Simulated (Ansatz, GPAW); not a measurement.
# A 7-layer slab of Na(110): work function by functional and basis, part 3 of 3

How far do functional and basis move the work function of a 7-layer slab of Na(110)?

GPAW 26.7.0 and Ansatz 0.2.0; Ansatz plane waves; slab in vacuum with a dipole correction, relaxation (the session's first sound run).

So far, upper work function (eV): step 2 (relaxation, PBE) 2.83; step 6 (self-consistent run: xc = "LDA") 2.95; step 7 (OptPBE vdW: xc = "optPBE-vdW", GPAW, PAW setups, GPAW) 2.94; step 8 (self-consistent run: xc = "RPBE") 2.76; step 9 (real-space grid: mode = "fd", PBE, GPAW) 2.83.

## 12. A second plane-wave code

A second program with its own datasets checks the number independently.

This step: Ansatz plane waves; slab in vacuum with a dipole correction (Ansatz 0.2.0).

The input, input.yaml:

```yaml
crystal:
  lattice:
    - [2.9910616844, -2.115, 0.0]
    - [2.9910616844, 2.115, 0.0]
    - [0.0, 0.0, 35.9463701065]
  atoms:
    - { symbol: Na, position: [0.0, 0.0, 0.2503729855] }
    - { symbol: Na, position: [0.5, 0.5, 0.3335819903] }
    - { symbol: Na, position: [0.0, 0.0, 0.4167909952] }
    - { symbol: Na, position: [0.5, 0.5, 0.4992256923] }
    - { symbol: Na, position: [0.0, 0.0, 0.5816821462] }
    - { symbol: Na, position: [0.5, 0.5, 0.6640316469] }
    - { symbol: Na, position: [0.0, 0.0, 0.7445323909] }
kpoints:
  mp_grid: { grid: [9, 9, 1] }
hamiltonian:
  xc: pbe
scf:
  occupations: { method: fermi_dirac, width: 0.1 }
efield:
  axis: 3
  dipole_correction: true
  ramp_width: 0.05
output:
  forces: true
  write_potential: true
  write_density: true
  volumetric_format: npy
  elf: true
```

Launch:

```console
$ ansatz run input.yaml --threads 4 --pin off --max-ram 8192MiB --backend cpu --events-out ev --progress --plain --runs-dir out
```

Numbers of over 12 decimals in the logs are rounded to 6 here.

Log:

```text
[...]
Crystal: 7 atoms, lattice volume = 454.800 Å³
Basis set: ecut = 420 eV, 8835 PW (Γ), exchange–correlation on 50×50×486 points (8 copies of the dense FFT grid, shifted against one another)
Bands: 39, of which v1, the nominal top of the filled ones, is band 32 counted from 1 (31 counted from 0)
Symmetry: 4 space group operations
[...]
k-points: 25 of 81
[...]
SCF iter   1: F=—  HF=-10404.713324 eV  |F-HF|=—  |Δ(HF+E_count)|=         —  Δρ=1.88e-3  dr2=1.51e0  ethr=1.77e-3  p=0.005 e·Å  D=1.82e-3 V/Å  ΔV_dip=-0.07 eV  dr2_dipole=5.20e-3  V_vac-E_F(+/−)=3.03/3.10 eV  ⟨swp⟩=11.2  Hψ=4677  notcnv=0
[...]
SCF iter   7: F=-10404.652763 eV  HF=-10404.652763 eV  |F-HF|=1.05e-9  |Δ(HF+E_count)|=   3.80e-8  Δρ=8.27e-7  dr2=5.71e-9  ethr=1.59e-10  p=0.001 e·Å  D=3.99e-4 V/Å  ΔV_dip=-0.01 eV  dr2_dipole=1.01e-12  V_vac-E_F(+/−)=2.83/2.84 eV  ⟨swp⟩=12.2  Hψ=6333  notcnv=0
SCF 1 converged in 7 iterations: F = -10404.652763 eV  dr2 = 5.71e-9
[...]
SCF converged after 7 iterations
Free energy (F): -10404.652763 eV
[...]
Internal energy: -10404.546232 eV  (E = F + TS)
E sigma→0 (E₀):  -10404.599497 eV
Entropy (-TS):   -0.106531 eV (-15.219 meV/atom)
Fermi energy:    -0.172347 eV
Dipole field:    D = 0.000398 V/Å  (p = 0.001001 e·Å, saw-weighted, corrected)
Work function:   Φ+ = 2.8287 eV   Φ− = 2.8430 eV
[...]
--- Forces (eV/Å), atoms counted from 1 ---
  atom   1  Na     0.00000000     0.00000000     0.03259773
  atom   2  Na     0.00000000     0.00000000    -0.01839650
  atom   3  Na     0.00000000     0.00000000    -0.01431149
  atom   4  Na     0.00000000     0.00000000    -0.00008155
  atom   5  Na     0.00000000     0.00000000     0.00168819
  atom   6  Na     0.00000000     0.00000000    -0.00456895
  atom   7  Na     0.00000000     0.00000000     0.00307250
  max |Σ_I F_I| component: 6.35e-8 eV/Å
--- Band table (eV; the first three rows and the last of 25) ---
  k-point 0: bands = [... 28 lower, -3.3583, -3.1464, -2.7926, -2.2956, -1.6571, -0.9149, -0.0954, 0.5805, ... 3 higher]
  k-point 1: bands = [... 28 lower, -3.1980, -2.9866, -2.6337, -2.1379, -1.5008, -0.7602, 0.0571, 0.7262, ... 3 higher]
  k-point 2: bands = [... 28 lower, -2.7199, -2.5100, -2.1597, -1.6674, -1.0347, -0.2995, 0.5107, 1.1640, ... 3 higher]
  k-point 24: bands = [... 28 lower, 0.7091, 0.8968, 1.1736, 1.2143, 1.3841, 1.6692, 1.7284, 2.1898, ... 3 higher]
```

The job ended after 15 s (4 threads of Intel Xeon Platinum 8259CL at 2.50GHz (Skylake/Cascade Lake), shared host; peak memory 0.96 GiB).

This step gave:

| Property | Result |
| --- | --- |
| upper work function | 2.829 eV |
| lower work function | 2.843 eV |
| dipole along the normal | 0.001001 e·Å |
| dipole field | 3.98e-4 V/Å |
| vacuum level above | 2.656 eV |
| vacuum level below | 2.671 eV |

The electrostatic potential energy of an electron (with the applied field's), less the Fermi level, planar mean oscillates, so the rows of the table below give means over windows of 2.96 Å about each position, cut where the curve ends. Its maxima inside the range that stand out by 2 % of the span (Å: eV): 10.5: 1.87, 13.5: 1.86, 16.4: 1.81, 19.4: 1.81, 22.3: 1.80, 25.3: 1.73. Its minima: 9.0: -6.03, 12.0: -5.94, 14.9: -5.92, 17.9: -5.88, 20.9: -5.90, 23.8: -5.86, 26.8: -6.04.

The electrostatic potential energy of an electron (with the applied field's), less the Fermi level, planar mean by z; means over each step:

z (Å), electrostatic potential energy of an electron (with the applied field's), less the Fermi level, planar mean (eV) and a bar from the least value:
```
     1.48       2.84 ##############################
     4.44       2.83 ##############################
     7.40       1.04 ################
    10.36      -0.82 ##
    13.32      -0.82 ##
    16.28      -0.89 #
    19.24      -0.89 #
    22.20      -0.90 #
    25.16      -1.07 
    28.12       0.33 ###########
    31.08       2.81 ##############################
    34.04       2.83 ##############################
```

The valence density, planar mean oscillates, so the rows of the table below give means over windows of 2.96 Å about each position, cut where the curve ends. Its maxima inside the range that stand out by 2 % of the span (Å: e/Å³): 9.0: 0.911, 12.0: 0.912, 14.9: 0.903, 17.9: 0.901, 20.9: 0.898, 23.8: 0.898, 26.8: 0.913. Its minima: 10.7: 0.0293, 13.6: 0.0295, 16.4: 0.0300, 19.4: 0.0300, 22.3: 0.0300, 25.1: 0.0309.

Table of valence density, planar mean by z; means over each step:

z (Å), valence density, planar mean (e/Å³) and a bar:
```
     1.48      0.000 
     4.44      0.000 
     7.40      0.084 ##########
    10.36      0.232 ###########################
    13.32      0.232 ###########################
    16.28      0.240 ############################
    19.24      0.239 ############################
    22.20      0.240 ############################
    25.16      0.258 ##############################
    28.12      0.155 ##################
    31.08      0.000 
    34.04      0.000
```

Electrostatic potential energy in the ca plane at fractional y = 0.000, with atoms of Na within 0.2 Å of it. With pseudopotentials it is smooth inside the atoms' cores, unlike the true potential.

Values in eV, 6 rows by 16 columns, each cell a mean:
```
 -4   2   2   2  -7 -26  -2   2   2   1 -13 -22  -1   2   3   3
  0   2   2   2   0  -4   1   2   2   2  -1  -3   1   2   3   3
  2   2   1   2   2   1   2   2   1   2   1   1   2   2   3   3
  2   2   1   2   1   0   2   2   1   2   1   0   2   2   3   3
 -1   2   2   2  -2  -9   0   2   2   2  -4  -8   0   2   3   3
 -6   2   2   2 -10 -30  -3   2   2   1 -16 -26  -1   2   3   3
```
Columns run along c (16.0 Å, from fractional 0.44 to 0.88 of the cell; values clipped at the 3rd and 97th percentile), rows up along a (3.7 Å). Atoms in or near the plane, at fractional coordinates: Na at (0.58, 0.00), Na at (0.74, 0.00).

Valence density in the ca plane at fractional y = 0.000, with atoms of Na within 0.2 Å of it. It is the smooth field of the valence electrons, not physical close to the nuclei.

Values in units of 1e0 e/Å³, 6 rows by 16 columns, each cell a mean:
```
0.2 0.0 0.0 0.0 0.6 5.8 0.1 0.0 0.0 0.0 1.9 4.7 0.0 0.0 0.0 0.0
0.0 0.0 0.0 0.0 0.0 0.1 0.0 0.0 0.0 0.0 0.1 0.1 0.0 0.0 0.0 0.0
0.0 0.0 0.0 0.0 0.0 0.0 0.0 0.0 0.0 0.0 0.0 0.0 0.0 0.0 0.0 0.0
0.0 0.0 0.0 0.0 0.0 0.0 0.0 0.0 0.0 0.0 0.0 0.0 0.0 0.0 0.0 0.0
0.1 0.0 0.0 0.0 0.1 0.5 0.0 0.0 0.0 0.0 0.2 0.4 0.0 0.0 0.0 0.0
0.4 0.0 0.0 0.0 1.1 9.7 0.2 0.0 0.0 0.0 3.2 7.7 0.0 0.0 0.0 0.0
```
Columns run along c (16.0 Å, from fractional 0.44 to 0.88 of the cell), rows up along a (3.7 Å). Atoms in or near the plane, at fractional coordinates: Na at (0.58, 0.00), Na at (0.74, 0.00).

ELF in the ca plane at fractional y = 0.000, with atoms of Na within 0.2 Å of it. It is the smooth field of the valence electrons, not physical close to the nuclei.

Values, 6 rows by 16 columns, each cell a mean:
```
0.17 0.47 0.49 0.43 0.22 0.51 0.15 0.52 0.48 0.32 0.31 0.47 0.08 0.19 0.04 0.01
0.18 0.50 0.42 0.49 0.14 0.12 0.23 0.51 0.42 0.42 0.11 0.10 0.21 0.23 0.04 0.00
0.46 0.51 0.40 0.52 0.43 0.26 0.48 0.51 0.40 0.50 0.45 0.38 0.50 0.24 0.04 0.00
0.38 0.51 0.40 0.52 0.34 0.15 0.41 0.51 0.40 0.49 0.32 0.22 0.42 0.24 0.04 0.00
0.13 0.49 0.44 0.48 0.12 0.26 0.18 0.52 0.44 0.38 0.14 0.22 0.14 0.22 0.04 0.00
0.21 0.47 0.50 0.42 0.26 0.47 0.17 0.52 0.50 0.30 0.35 0.46 0.08 0.19 0.04 0.01
```
Columns run along c (16.0 Å, from fractional 0.44 to 0.88 of the cell), rows up along a (3.7 Å). Atoms in or near the plane, at fractional coordinates: Na at (0.58, 0.00), Na at (0.74, 0.00).

The upper face's work function is 2.829 eV, against 2.828 eV in the first plane-wave PBE run at this geometry.

## 13. Side by side

Results and costs are gathered.

This step: comparison of work functions, dipole and cost (GPAW 26.7.0).

Ladder, by row:

| step | code | work function, upper (eV) | work function, lower (eV) | dipole (e Å) | wall time (s) | peak memory (GiB) | threads |
| --- | --- | --- | --- | --- | --- | --- | --- |
| pw | GPAW | 2.828 | 2.842 | 7.54e-4 | 479.9 | 0.4 | 1 |
| vdW-DF2 | GPAW | 3.046 | 3.058 | 5.86e-4 | 456.9 | 0.67 | 1 |
| revPBE | GPAW | 2.752 | 2.766 | 7.47e-4 | 581.7 | 0.4 | 1 |
| LDA | GPAW | 2.949 | 2.963 | 7.42e-4 | 328.4 | 0.4 | 1 |
| optPBE-vdW | GPAW | 2.942 | 2.953 | 5.56e-4 | 654 | 0.67 | 1 |
| RPBE | GPAW | 2.757 | 2.771 | 7.51e-4 | 653.6 | 0.4 | 1 |
| fd | GPAW | 2.828 | 2.842 | 9.95e-4 | 2914 | 1.97 | 1 |
| ansatz | Ansatz | 2.829 | 2.843 | 0.001001 | 14.86 | 0.962 | 4 |

## 14. A changed run

One more run, with changed settings.

This step: GPAW, PAW setups; slab in vacuum (GPAW 26.7.0).

The input, run.py:

```python
import json
import numpy as np
from ase import Atoms
from gpaw import GPAW, PW

slab = Atoms(
    ['Na', 'Na', 'Na', 'Na', 'Na', 'Na', 'Na'],
    positions=[
        [0.00000, 0.00000, 9.00000],
        [2.99106, 0.00000, 11.99106],
        [0.00000, 0.00000, 14.98212],
        [2.99106, 0.00000, 17.94535],
        [0.00000, 0.00000, 20.90936],
        [2.99106, 0.00000, 23.86953],
        [0.00000, 0.00000, 26.76324]],
    cell=[[2.99106, -2.115, 0.0], [2.99106, 2.115, 0.0], [0.0, 0.0, 35.94637]],
    pbc=[True, True, False])

slab.calc = GPAW(mode=PW(400), xc='PBE', kpts={'size': (9, 9, 1), 'gamma': True},
                 occupations={'name': 'fermi-dirac', 'width': 0.1}, nbands='160%',
                 convergence={'density': 1e-05}, maxiter=50,
                 poissonsolver={'dipolelayer': 'xy'},
                 symmetry={'tolerance': 1e-3}, txt='slab.txt')
result = {}
energy = slab.get_potential_energy()
fermi = slab.calc.get_fermi_level()
v = slab.calc.get_electrostatic_potential().mean((0, 1)) - fermi
n = slab.calc.get_pseudo_density().mean((0, 1))
L = slab.cell[2, 2]
z = np.arange(len(v)) * L / len(v)
low, high = slab.positions[:, 2].min(), slab.positions[:, 2].max()
below, above = np.interp([low - 1.0, high + 1.0], z, v)
slopes = [np.interp(x, z, np.gradient(v, z)) for x in (low - 1.0, high + 1.0)]
eps = np.array([[slab.calc.get_eigenvalues(k, s) for k in range(len(slab.calc.get_ibz_k_points()))]
                for s in range(slab.calc.get_number_of_spins())]) - fermi
top, bottom = eps[eps < 0].max(), eps[eps > 0].min()
dipole = slab.get_dipole_moment()[2]
print(f'energy {energy:.4f} eV, Fermi level {fermi:.4f} eV, dipole {dipole:.5f} e A')
print(f'potential 1.0 A off the faces, from the Fermi level: lower {below:.4f} eV, upper {above:.4f} eV')
print(f'slope of the potential there: lower {slopes[0]:.5f}, upper {slopes[1]:.5f} eV/A')
print(f'nearest levels on the mesh: {top:.4f} and {bottom:.4f} eV')
print('magnetic moment', round(slab.get_magnetic_moment(), 3))
result.update(energy=energy, fermi=fermi, dipole=dipole, below=below, above=above, slopes=slopes, edges=[top, bottom],
              z=z.tolist(), v=v.tolist(), n=n.tolist(), positions=slab.positions.tolist(),
              forces=slab.get_forces(apply_constraint=False).tolist(), moments=slab.get_magnetic_moments().tolist())
json.dump(result, open('result.json', 'w'))
```

Launch:

```console
$ OMP_NUM_THREADS=1 OPENBLAS_NUM_THREADS=1 python run.py
```

Log:

```text
energy -8.9427 eV, Fermi level -1.0084 eV, dipole 0.00072 e A
potential 1.0 A off the faces, from the Fermi level: lower 0.8598 eV, upper 0.8569 eV
slope of the potential there: lower -2.99074, upper 2.97830 eV/A
nearest levels on the mesh: -0.0941 and 0.0179 eV
magnetic moment 0.0
```

Run time: 8.1 min. Hardware: 1 thread; peak memory 0.4 GiB.

The run finished. A setting was moved off its sound value on purpose, so it serves as a test and not as the result.

The fault put into the input: the potential probed 1 A off the face (probe = 1.0).

## 15. Summary of results

| Property | Result |
| --- | --- |
| work function, upper and lower face | 2.828 and 2.842 eV |
| dipole along the normal | 7.5e-4 e Å, near the numerical noise |

With plane waves and PBE the work function is 2.83 eV on the upper face and 2.84 eV on the lower. The measured value for polycrystalline Na, which weights the faces of low work function, is 2.75 eV (as compiled in "Anisotropic work function of elemental crystals", 2019, arxiv:1902.07811); the relaxed upper face lies 0.078 eV over it with PBE, and revPBE comes nearest (2.75 eV). Measured work functions scatter by a tenth of an eV or more between methods. Over the sound runs of the table the upper face's work function spans 2.752 (revPBE) to 3.046 eV (vdW-DF2). The two plane-wave codes differ by 8.1e-4 eV on the upper face. The small printed dipole stands for a step of -11 meV from the lower to the upper face, and the probes find -14 meV; values this small are near the numerical noise of both. The in-plane lattice was kept as typed, which isn't the functional's own and leaves some strain; spin-orbit coupling and temperature are left out.

[Logs are printed without paths, hosts, clocks, repeated set-up lines and the standing remarks that a program may print on its own settings, such as how far it seeks lower states.]

[Hosts, paths, dates, database ids (printed as entryN), source tags and the programs' standing remarks are cut or masked in the printed files.]
